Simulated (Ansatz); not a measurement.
## Sc on Nb(110): change of the work function

How does Sc on the hollow site change the work function of Nb(110) as the layer fills?

Calculated with Ansatz 0.2.0; plane-wave DFT, PBE, Ansatz PAW, in the first sound run; inputs show where later runs differ.

## 1. The starting structure

The cell holds 4 atoms: 4 Nb. Cell: a = 2.858 Å, b = 2.858 Å, c = 25.000 Å, α = 90.0°, β = 90.0°, γ = 70.5°. Vacuum lies along c.

## 2. The clean slab

The bare slab comes first, as the zero from which every change is counted. The two lowest layers are held at bulk places and the upper ones relax. The dipole correction removes the false field that a one-sided slab makes across the periodic vacuum, so each face gets a flat vacuum level of its own.

Contents of input.yaml:

```yaml
crystal:
  lattice:
    - [2.3334523779, -1.65, 0.0]
    - [2.3334523779, 1.65, 0.0]
    - [0.0, 0.0, 25.0003571337]
  atoms:
    - { symbol: Nb, position: [0.0, 0.0, 0.3599948573] }
    - { symbol: Nb, position: [0.5, 0.5, 0.4533316191] }
    - { symbol: Nb, position: [0.0, 0.0, 0.5466683809] }
    - { symbol: Nb, position: [0.5, 0.5, 0.6400051427] }
kpoints:
  mp_grid: { grid: [11, 11, 1] }
hamiltonian:
  xc: pbe
scf:
  occupations: { method: fermi_dirac, width: 0.1 }
  convergence: { dr2_threshold: 1.0e-08 }
efield:
  axis: 3
  dipole_correction: true
  ramp_position: 0.97
  ramp_width: 0.06
relax:
  f_tol: 0.02
  max_steps: 60
  constraints: [{ sites: [0, 1] }]
output:
  write_potential: true
  write_density: true
  volumetric_format: npy
```

Launch:

```sh
$ ansatz run input.yaml --threads 4 --pin off --max-ram 6144MiB --backend cpu --events-out ev --progress --plain --runs-dir out
```

Numbers of over 12 decimals in the logs are rounded to 6 here.

The log of the run:

```text
Engine: ansatz 0.2.0, aarch64-unknown-linux-gnu
Pseudopotentials: kind: paw
Pseudopotential: Nb, paw, valence charge 13, recommended cutoff 420 eV (normal), Nb.paw.azcp
Functional definition: PBE
  parameter kappa = 0.804
  parameter beta = 0.066725
  exchange = pbe_x(kappa = kappa, mu = beta*pi^2/3)
  correlation = pbe_c(beta = beta)
Crystal: 4 atoms, lattice volume = 192.513 Å³
Basis set: ecut = 420 eV, 3769 PW (Γ), exchange–correlation on 40×40×360 points (8 copies of the dense FFT grid, shifted against one another)
Bands: 32, of which v1, the nominal top of the filled ones, is band 26 counted from 1 (25 counted from 0)
Symmetry: 4 space group operations
k-points: 36 of 121
Non-local potential: Nb, projectors of the file, l = 0: 3, l = 1: 2, l = 2: 2, l = 3: 1
PAW form: soft (Blöchl's): semilocal exchange-correlation on the pseudo side does not see the compensation charge
PAW one-centre angular grid: Nb, 590 points (default); XC on 64 Gauss nodes
Initial density: superposition of atomic densities (neutral atoms: chi_scale 0, normalization atom), corrected by the library's trained network
Initial wavefunctions: pseudopotential atomic-orbital guess
Functional: x = pbe(κ = 0.804, μ = 0.219515), c = pbe(β = 0.066725)
SCF iter   1: F=—  HF=-18207.305122 eV  |F-HF|=—  |Δ(HF+E_count)|=         —  Δρ=9.53e-3  dr2=3.20e0  ethr=1.77e-3  p=0.000 e·Å  D=2.85e-14 V/Å  ΔV_dip=-0.00 eV  dr2_dipole=2.46e-7  V_vac-E_F(+/−)=4.88/4.88 eV  ⟨swp⟩=7.8  Hψ=5511  notcnv=0
efield: sawtooth ramp at fractional position 0.9700 (set: `efield.ramp_position`, or a place that a band, a saddle search or an elastic batch's reference lends), width 0.0600; the density the first Hamiltonian is built on has a dipole p = 0.000 e·Å; the dipole correction subtracts the counter field D = 2.85e-14 V/Å, which shifts the + side's vacuum level by -0.00 eV against the − side's; the planar-averaged density in the ramp window peaks in size at 3.8e-6 e/Å³
preconditioner: auto → LDOS  [metal: Δε(μ)=0.027 eV  Ē_g=3.353 eV  σ=0.100 eV  W_gap=0.07  n_scr=16 (ndim 8)  ℏωp=12.0 eV  f_vac=0.550  D(μ)=5.55/eV (n_scr^D=18)  β→1.0]
SCF iter   2: F=—  HF=-18207.205434 eV  |F-HF|=—  |Δ(HF+E_count)|=   9.97e-2  Δρ=2.37e-3  dr2=4.31e-2  ethr=1.77e-3  p=0.000 e·Å  D=4.34e-5 V/Å  ΔV_dip=-0.00 eV  dr2_dipole=4.30e-7  V_vac-E_F(+/−)=4.52/4.53 eV  ⟨swp⟩=1.9  Hψ=1509  notcnv=0
SCF iter   3: F=—  HF=-18207.205955 eV  |F-HF|=—  |Δ(HF+E_count)|=   5.22e-4  Δρ=7.17e-4  dr2=6.64e-3  ethr=8.29e-5  p=0.000 e·Å  D=6.08e-6 V/Å  ΔV_dip=-0.00 eV  dr2_dipole=3.43e-9  V_vac-E_F(+/−)=4.55/4.55 eV  ⟨swp⟩=2.5  Hψ=1665  notcnv=0
SCF iter   4: F=—  HF=-18207.205758 eV  |F-HF|=—  |Δ(HF+E_count)|=   1.97e-4  Δρ=1.83e-4  dr2=1.15e-4  ethr=1.28e-5  p=0.000 e·Å  D=4.83e-6 V/Å  ΔV_dip=-0.00 eV  dr2_dipole=6.43e-11  V_vac-E_F(+/−)=4.53/4.53 eV  ⟨swp⟩=2.1  Hψ=1514  notcnv=0
SCF iter   5: F=—  HF=-18207.205759 eV  |F-HF|=—  |Δ(HF+E_count)|=   7.82e-7  Δρ=4.39e-5  dr2=4.87e-6  ethr=2.20e-7  p=0.000 e·Å  D=1.77e-6 V/Å  ΔV_dip=-0.00 eV  dr2_dipole=1.40e-10  V_vac-E_F(+/−)=4.53/4.53 eV  ⟨swp⟩=2.9  Hψ=2026  notcnv=0
SCF iter   6: F=—  HF=-18207.205616 eV  |F-HF|=—  |Δ(HF+E_count)|=   1.43e-4  Δρ=1.62e-5  dr2=5.65e-7  ethr=9.36e-9  p=0.000 e·Å  D=9.65e-7 V/Å  ΔV_dip=-0.00 eV  dr2_dipole=1.03e-13  V_vac-E_F(+/−)=4.53/4.53 eV  ⟨swp⟩=2.6  Hψ=2134  notcnv=0
SCF iter   7: F=—  HF=-18207.205616 eV  |F-HF|=—  |Δ(HF+E_count)|=   3.90e-7  Δρ=5.69e-6  dr2=1.97e-7  ethr=1.09e-9  p=0.000 e·Å  D=3.14e-7 V/Å  ΔV_dip=-0.00 eV  dr2_dipole=5.66e-12  V_vac-E_F(+/−)=4.53/4.53 eV  ⟨swp⟩=2.5  Hψ=2112  notcnv=0
SCF iter   8: F=-18207.205616 eV  HF=-18207.205616 eV  |F-HF|=1.47e-8  |Δ(HF+E_count)|=   3.00e-8  Δρ=1.50e-6  dr2=6.77e-9  ethr=1.92e-11  p=0.000 e·Å  D=1.66e-7 V/Å  ΔV_dip=-0.00 eV  dr2_dipole=4.43e-13  V_vac-E_F(+/−)=4.53/4.53 eV  ⟨swp⟩=8.8  Hψ=9054  notcnv=0
SCF 1 converged in 8 iterations: F = -18207.205616 eV  dr2 = 6.77e-9
  greatest PAW one-centre occupation: 0.998 electrons in one spin orbital (limit 2), on the Nb atom at site 1 (counted from 0), in its partial waves of l = 0
relax step   1: F+E_penalty+E_count = -18207.20561635 eV  Δ(F+E_penalty+E_count) = +0.000e0 eV  max|allowed force component| = 4.320e-1 eV/Å  Δτ_max = 0.0000 Å  (8 SCF iters, accepted)
Initial density: handed on by an earlier stage of this run
Initial wavefunctions: those handed on with the density
iter 1 solved again at ethr=1.01e-3 eV; its pass at ethr=3.10e-3 eV (dr2=5.26e-1 eV) is discarded
SCF iter   1: F=—  HF=-18207.243006 eV  |F-HF|=—  |Δ(HF+E_count)|=         —  Δρ=7.87e-3  dr2=6.10e-1  ethr=1.01e-3  p=0.000 e·Å  D=4.74e-7 V/Å  ΔV_dip=-0.00 eV  dr2_dipole=3.47e-2  V_vac-E_F(+/−)=4.55/4.55 eV  ⟨swp⟩=1.3  Hψ=4218  notcnv=0
efield: sawtooth ramp at fractional position 0.9700 (set: `efield.ramp_position`, or a place that a band, a saddle search or an elastic batch's reference lends), width 0.0600; the density the first Hamiltonian is built on has a dipole p = 0.000 e·Å; the dipole correction subtracts the counter field D = 4.74e-7 V/Å, which shifts the + side's vacuum level by -0.00 eV against the − side's; the planar-averaged density in the ramp window peaks in size at 1.8e-6 e/Å³
preconditioner: auto → LDOS  [metal: Δε(μ)=0.025 eV  Ē_g=3.380 eV  σ=0.100 eV  W_gap=0.06  n_scr=16 (ndim 8)  ℏωp=12.0 eV  f_vac=0.554  D(μ)=5.05/eV (n_scr^D=16)  β→1.0]
SCF iter   2: F=—  HF=-18207.211273 eV  |F-HF|=—  |Δ(HF+E_count)|=   3.17e-2  Δρ=3.77e-3  dr2=9.41e-2  ethr=1.01e-3  p=0.009 e·Å  D=8.23e-3 V/Å  ΔV_dip=-0.21 eV  dr2_dipole=4.48e-3  V_vac-E_F(+/−)=4.33/4.54 eV  ⟨swp⟩=2.9  Hψ=1780  notcnv=0
SCF iter   3: F=—  HF=-18207.203972 eV  |F-HF|=—  |Δ(HF+E_count)|=   7.30e-3  Δρ=1.72e-3  dr2=2.63e-2  ethr=1.81e-4  p=0.003 e·Å  D=3.26e-3 V/Å  ΔV_dip=-0.08 eV  dr2_dipole=1.81e-6  V_vac-E_F(+/−)=4.46/4.54 eV  ⟨swp⟩=3.1  Hψ=2260  notcnv=0
SCF iter   4: F=—  HF=-18207.200350 eV  |F-HF|=—  |Δ(HF+E_count)|=   3.62e-3  Δρ=4.64e-4  dr2=2.02e-3  ethr=5.06e-5  p=0.004 e·Å  D=4.06e-3 V/Å  ΔV_dip=-0.10 eV  dr2_dipole=2.57e-5  V_vac-E_F(+/−)=4.44/4.54 eV  ⟨swp⟩=2.1  Hψ=1587  notcnv=0
SCF iter   5: F=—  HF=-18207.200201 eV  |F-HF|=—  |Δ(HF+E_count)|=   1.49e-4  Δρ=9.45e-5  dr2=5.42e-5  ethr=3.88e-6  p=0.005 e·Å  D=4.40e-3 V/Å  ΔV_dip=-0.11 eV  dr2_dipole=9.87e-7  V_vac-E_F(+/−)=4.43/4.54 eV  ⟨swp⟩=2.1  Hψ=1535  notcnv=0
SCF iter   6: F=—  HF=-18207.200208 eV  |F-HF|=—  |Δ(HF+E_count)|=   7.62e-6  Δρ=2.58e-5  dr2=4.52e-6  ethr=1.04e-7  p=0.005 e·Å  D=4.34e-3 V/Å  ΔV_dip=-0.11 eV  dr2_dipole=1.53e-6  V_vac-E_F(+/−)=4.43/4.53 eV  ⟨swp⟩=2.5  Hψ=1805  notcnv=0
[...]
SCF iter   2: F=—  HF=-18207.226476 eV  |F-HF|=—  |Δ(HF+E_count)|=   1.02e-2  Δρ=1.83e-3  dr2=2.03e-2  ethr=3.38e-4  p=-0.000 e·Å  D=-1.77e-4 V/Å  ΔV_dip=0.00 eV  dr2_dipole=3.52e-3  V_vac-E_F(+/−)=4.53/4.53 eV  ⟨swp⟩=2.1  Hψ=1701  notcnv=0
SCF iter   3: F=—  HF=-18207.225718 eV  |F-HF|=—  |Δ(HF+E_count)|=   7.58e-4  Δρ=9.16e-4  dr2=7.50e-3  ethr=3.91e-5  p=0.003 e·Å  D=2.41e-3 V/Å  ΔV_dip=-0.06 eV  dr2_dipole=6.14e-5  V_vac-E_F(+/−)=4.47/4.53 eV  ⟨swp⟩=3.2  Hψ=2217  notcnv=0
SCF iter   4: F=—  HF=-18207.224712 eV  |F-HF|=—  |Δ(HF+E_count)|=   1.01e-3  Δρ=3.13e-4  dr2=8.81e-4  ethr=1.44e-5  p=0.002 e·Å  D=2.02e-3 V/Å  ΔV_dip=-0.05 eV  dr2_dipole=1.89e-5  V_vac-E_F(+/−)=4.48/4.53 eV  ⟨swp⟩=2.1  Hψ=1544  notcnv=0
SCF iter   5: F=—  HF=-18207.224610 eV  |F-HF|=—  |Δ(HF+E_count)|=   1.02e-4  Δρ=8.07e-5  dr2=5.57e-5  ethr=1.69e-6  p=0.002 e·Å  D=1.75e-3 V/Å  ΔV_dip=-0.04 eV  dr2_dipole=4.87e-7  V_vac-E_F(+/−)=4.49/4.53 eV  ⟨swp⟩=2.3  Hψ=1579  notcnv=0
SCF iter   6: F=—  HF=-18207.224606 eV  |F-HF|=—  |Δ(HF+E_count)|=   4.16e-6  Δρ=1.70e-5  dr2=2.18e-6  ethr=1.07e-7  p=0.002 e·Å  D=1.74e-3 V/Å  ΔV_dip=-0.04 eV  dr2_dipole=4.27e-7  V_vac-E_F(+/−)=4.49/4.53 eV  ⟨swp⟩=2.2  Hψ=1677  notcnv=0
SCF iter   7: F=—  HF=-18207.224457 eV  |F-HF|=—  |Δ(HF+E_count)|=   1.49e-4  Δρ=4.37e-6  dr2=4.10e-8  ethr=4.20e-9  p=0.002 e·Å  D=1.73e-3 V/Å  ΔV_dip=-0.04 eV  dr2_dipole=2.97e-10  V_vac-E_F(+/−)=4.49/4.53 eV  ⟨swp⟩=2.4  Hψ=1954  notcnv=0
SCF iter   8: F=-18207.224457 eV  HF=-18207.224457 eV  |F-HF|=9.66e-9  |Δ(HF+E_count)|=   6.00e-8  Δρ=1.29e-6  dr2=3.04e-9  ethr=1.92e-11  p=0.002 e·Å  D=1.73e-3 V/Å  ΔV_dip=-0.04 eV  dr2_dipole=3.88e-13  V_vac-E_F(+/−)=4.49/4.53 eV  ⟨swp⟩=10.1  Hψ=8454  notcnv=0
SCF 3 converged in 8 iterations: F = -18207.224457 eV  dr2 = 3.04e-9
relax step   3: F+E_penalty+E_count = -18207.22445713 eV  Δ(F+E_penalty+E_count) = -1.884e-2 eV  max|allowed force component| = 2.341e-2 eV/Å  Δτ_max = 0.0571 Å  (8 SCF iters, accepted)
SCF iter   1: F=—  HF=-18207.224866 eV  |F-HF|=—  |Δ(HF+E_count)|=         —  Δρ=6.46e-4  dr2=5.72e-3  ethr=7.82e-5  p=0.002 e·Å  D=1.73e-3 V/Å  ΔV_dip=-0.04 eV  dr2_dipole=5.83e-4  V_vac-E_F(+/−)=4.49/4.53 eV  ⟨swp⟩=1.8  Hψ=1867  notcnv=0
efield: sawtooth ramp at fractional position 0.9700 (set: `efield.ramp_position`, or a place that a band, a saddle search or an elastic batch's reference lends), width 0.0600; the density the first Hamiltonian is built on has a dipole p = 0.002 e·Å; the dipole correction subtracts the counter field D = 1.73e-3 V/Å, which shifts the + side's vacuum level by -0.04 eV against the − side's; the planar-averaged density in the ramp window peaks in size at 8.6e-7 e/Å³
preconditioner: auto → LDOS  [metal: Δε(μ)=0.006 eV  Ē_g=3.328 eV  σ=0.100 eV  W_gap=0.01  n_scr=16 (ndim 8)  ℏωp=12.0 eV  f_vac=0.551  D(μ)=5.25/eV (n_scr^D=16)  β→1.0]
SCF iter   2: F=—  HF=-18207.224659 eV  |F-HF|=—  |Δ(HF+E_count)|=   2.07e-4  Δρ=1.62e-4  dr2=1.58e-4  ethr=1.10e-5  p=0.002 e·Å  D=2.09e-3 V/Å  ΔV_dip=-0.05 eV  dr2_dipole=6.48e-6  V_vac-E_F(+/−)=4.48/4.53 eV  ⟨swp⟩=1.1  Hψ=1442  notcnv=0
SCF iter   3: F=—  HF=-18207.224660 eV  |F-HF|=—  |Δ(HF+E_count)|=   1.79e-6  Δρ=8.67e-5  dr2=6.37e-5  ethr=3.05e-7  p=0.002 e·Å  D=1.85e-3 V/Å  ΔV_dip=-0.05 eV  dr2_dipole=6.18e-6  V_vac-E_F(+/−)=4.49/4.53 eV  ⟨swp⟩=3.5  Hψ=2378  notcnv=0
SCF iter   4: F=—  HF=-18207.224658 eV  |F-HF|=—  |Δ(HF+E_count)|=   1.87e-6  Δρ=1.98e-5  dr2=1.95e-6  ethr=1.22e-7  p=0.002 e·Å  D=1.91e-3 V/Å  ΔV_dip=-0.05 eV  dr2_dipole=6.77e-8  V_vac-E_F(+/−)=4.48/4.53 eV  ⟨swp⟩=2.1  Hψ=1571  notcnv=0
SCF iter   5: F=—  HF=-18207.224507 eV  |F-HF|=—  |Δ(HF+E_count)|=   1.51e-4  Δρ=5.15e-6  dr2=1.68e-7  ethr=3.76e-9  p=0.002 e·Å  D=1.90e-3 V/Å  ΔV_dip=-0.05 eV  dr2_dipole=2.13e-8  V_vac-E_F(+/−)=4.48/4.53 eV  ⟨swp⟩=2.3  Hψ=1867  notcnv=0
SCF iter   6: F=—  HF=-18207.224508 eV  |F-HF|=—  |Δ(HF+E_count)|=   6.32e-8  Δρ=1.86e-6  dr2=1.27e-8  ethr=3.23e-10  p=0.002 e·Å  D=1.89e-3 V/Å  ΔV_dip=-0.05 eV  dr2_dipole=2.78e-11  V_vac-E_F(+/−)=4.48/4.53 eV  ⟨swp⟩=2.4  Hψ=1789  notcnv=0
SCF iter   7: F=-18207.224508 eV  HF=-18207.224508 eV  |F-HF|=1.71e-9  |Δ(HF+E_count)|=   1.13e-8  Δρ=6.45e-7  dr2=1.62e-9  ethr=1.92e-11  p=0.002 e·Å  D=1.89e-3 V/Å  ΔV_dip=-0.05 eV  dr2_dipole=2.65e-10  V_vac-E_F(+/−)=4.48/4.53 eV  ⟨swp⟩=9.9  Hψ=7944  notcnv=0
SCF 4 converged in 7 iterations: F = -18207.224508 eV  dr2 = 1.62e-9
relax step   4: F+E_penalty+E_count = -18207.22450756 eV  Δ(F+E_penalty+E_count) = -5.043e-5 eV  max|allowed force component| = 6.365e-3 eV/Å  Δτ_max = 0.0102 Å  (7 SCF iters, accepted)
NSCF: frozen V_eff on 36 k-points
the band table was solved once a step of the walk had ended and its energy, with any forces and stress, was formed, with the checks that follow a solve (5504 applications of the Hamiltonian). They found nothing against the state; the energy, forces and stress were not computed again (output.eigenvalues in the input reference)
WARN: The output density's exchange-correlation potential varies sharply where the density is thin. Do not read a vacuum level from v_tot or v_xc, or from such a field of the output density. On a cell that repeats whose density bears no net charge and no dipole along the vacuum's axis use v_es (v_loc + v_h of the components); under efield.dipole_correction with no amplitude use v_es + v_field, which holds any externa [...]
SCF converged after 7 iterations
Free energy (F): -18207.224508 eV
Harris-Foulkes:  -18207.224508 eV  (|F-HF|=1.71e-9)
Internal energy: -18207.049825 eV  (E = F + TS)
E sigma→0 (E₀):  -18207.137166 eV
Entropy (-TS):   -0.174683 eV (-43.671 meV/atom)
Fermi energy:    4.002784 eV
Dipole field:    D = 0.001864 V/Å  (p = 0.001984 e·Å, saw-weighted, corrected)
Work function:   Φ+ = 4.4851 eV   Φ− = 4.5317 eV
Levels:          The Fermi level and band energies are counted from a zero that moves with the ramp; work functions are not
--- Per-component energies (eV) ---
  E_band       = -991.022649
  E_kinetic    = 1575.243257
  E_local      = -56409.949376  (includes V_loc(G=0)·N_el)
  E_nonlocal   = 481.652767
  E_hartree    = 27320.615748
  E_xc         = -699.426025
  E_vxc        = -848.092034  (∫ρ·V_xc dr)
  E_paw        = -12294.015018  (= ΣΔE_a)
  E_vpaw       = -431.108752  (= ΣTr[D̂ρ^β])
  E_aug_tail   = 0.000027  (compensation charges beyond the density's cutoff)
  E_efield     = 0.000002  (sawtooth field / dipole correction)
  E_vefield    = 0.000924  (∫n·V_field dr)
  E_ewald      = 21818.828793
  E_smearing   = -0.174683  (= −TS)
  E_closure    = 0.000000  (closes the sum)
  Σ components = -18207.224508   (vs F -18207.224508, Δ=0.00e0)
--- Forces (eV/Å), atoms counted from 1 ---
  atom   1  Nb     0.00000000     0.00000000     0.37911248
  atom   2  Nb     0.00000000     0.00000000    -0.38987372
  atom   3  Nb     0.00000000     0.00000000     0.00439573
  atom   4  Nb     0.00000000     0.00000000     0.00636541
  max |Σ_I F_I| component: 1.05e-7 eV/Å
--- Band table (eV; the first three rows and the last of 36) ---
  k-point 0: bands = [... 22 lower, 3.4633, 3.5103, 3.6844, 4.0713, 4.1754, 4.6362, 4.6630, 5.7048, ... 2 higher]
  k-point 1: bands = [... 22 lower, 3.3794, 3.4679, 3.6416, 3.9903, 4.2794, 4.3705, 4.7471, 5.2229, ... 2 higher]
  k-point 2: bands = [... 22 lower, 3.1658, 3.3250, 3.5708, 3.6814, 3.8095, 4.3389, 4.9238, 5.1158, ... 2 higher]
  k-point 35: bands = [... 22 lower, 2.5917, 3.3361, 3.6353, 5.2136, 5.4972, 6.3287, 6.4209, 6.6436, ... 2 higher]
--- Relaxed structure (4 steps of the walk, 3 accepted, 0 SCFs on fresh bases) ---
  F+E_penalty+E_count = -18207.22450756 eV   max|allowed force component| = 6.365e-3 eV/Å
  atoms:
    - { symbol: Nb, position: [0.0, 0.0, 0.359995] }
    - { symbol: Nb, position: [0.5, 0.5, 0.4533316191] }
    - { symbol: Nb, position: [0.0, 0.0, 0.547843] }
    - { symbol: Nb, position: [0.5, 0.5, 0.637312] }
```

Wall time 18 s (4 threads of Arm Neoverse V1, shared host); peak memory 0.54 GiB; 70 s of CPU time.

The steps of the relaxation:

| step | energy less that of the first step (eV) | largest force component (eV/Å) |
| --- | --- | --- |
| 1 | 0.0000 | 0.4320 |
| 2 | 0.0056 | 0.6145 |
| 3 | -0.0188 | 0.0234 |
| 4 | -0.0189 | 0.0064 |

Relaxation step 2 was tried and not accepted.

Forces are held to the 4 operations that the run works with; a distortion that breaks them can't arise in this run.

The atoms that moved most (Å):

| atom | dx | dy | dz | length |
| --- | --- | --- | --- | --- |
| Nb4 | 0.000 | 0.000 | -0.067 | 0.067 |
| Nb3 | 0.000 | 0.000 | 0.029 | 0.029 |

Final coordinates:

```cif
data_structure
_symmetry_space_group_name_H-M 'P 1'
_symmetry_Int_Tables_number 1
_cell_length_a 2.8579
_cell_length_b 2.8579
_cell_length_c 25.0004
_cell_angle_alpha 90.000
_cell_angle_beta 90.000
_cell_angle_gamma 70.529
_cell_volume 192.51
loop_
_atom_site_label
_atom_site_type_symbol
_atom_site_fract_x
_atom_site_fract_y
_atom_site_fract_z
_atom_site_occupancy
Nb1 Nb 0.00000 0.00000 0.35999 1
Nb2 Nb 0.50000 0.50000 0.45333 1
Nb3 Nb 0.00000 0.00000 0.54784 1
Nb4 Nb 0.50000 0.50000 0.63731 1
```

Numbers from this step:

* energy at zero smearing: -18207.1372 eV
* work function, upper face: 4.485 eV
* work function, lower face: 4.532 eV
* dipole along the normal: 0.001984 e·Å
* step between the vacuum levels: -0.04661 eV

Running mean over 2.333 Å of the planar mean; the ramp of the sawtooth is left out. The electron's electrostatic potential energy less the Fermi level by z:

| z (Å) | electron's electrostatic potential energy less the Fermi level (eV) |
| --- | --- |
| 3.5 | 4.53 |
| 4.0 | 4.53 |
| 4.5 | 4.53 |
| 5.0 | 4.51 |
| 5.5 | 4.47 |
| 6.0 | 4.34 |
| 6.5 | 3.95 |
| 7.0 | 2.79 |
| 7.5 | -0.516 |
| 8.0 | -5.86 |
| 8.5 | -9.85 |
| 9.0 | -11.0 |
| 9.5 | -11.0 |
| 10.0 | -10.9 |
| 10.5 | -10.9 |
| 11.0 | -10.9 |
| 11.5 | -10.9 |
| 12.0 | -10.8 |
| 12.5 | -10.6 |
| 13.0 | -10.7 |
| 13.5 | -10.9 |
| 14.0 | -11.2 |
| 14.5 | -11.8 |
| 15.0 | -11.9 |
| 15.5 | -11.5 |
| 16.0 | -11.1 |
| 16.5 | -9.53 |
| 17.0 | -5.17 |
| 17.5 | 0.0613 |
| 18.0 | 2.99 |
| 18.5 | 3.99 |
| 19.0 | 4.32 |
| 19.5 | 4.43 |
| 20.0 | 4.47 |
| 20.5 | 4.48 |
| 21.0 | 4.48 |
| 21.5 | 4.48 |

The relaxation took 4 steps and lowered the energy by 0.019 eV; the largest force on the free atoms ends at 0.0064 eV/Å.

The work function of the upper face is 4.49 eV.

(Continued in part 2 of 5.)

[Logs are printed without paths, hosts, clocks, repeated set-up lines and the standing remarks that a program may print on its own settings, such as how far it seeks lower states.]

[Hosts, paths, dates, database ids (printed as entryN), source tags and the programs' standing remarks are cut or masked in the printed files.]

[Maps of the electrostatic potential energy from Ansatz leave out the sawtooth potential of an applied field or a dipole correction, so their vacuum need not be flat; planar profiles and work functions include it.]
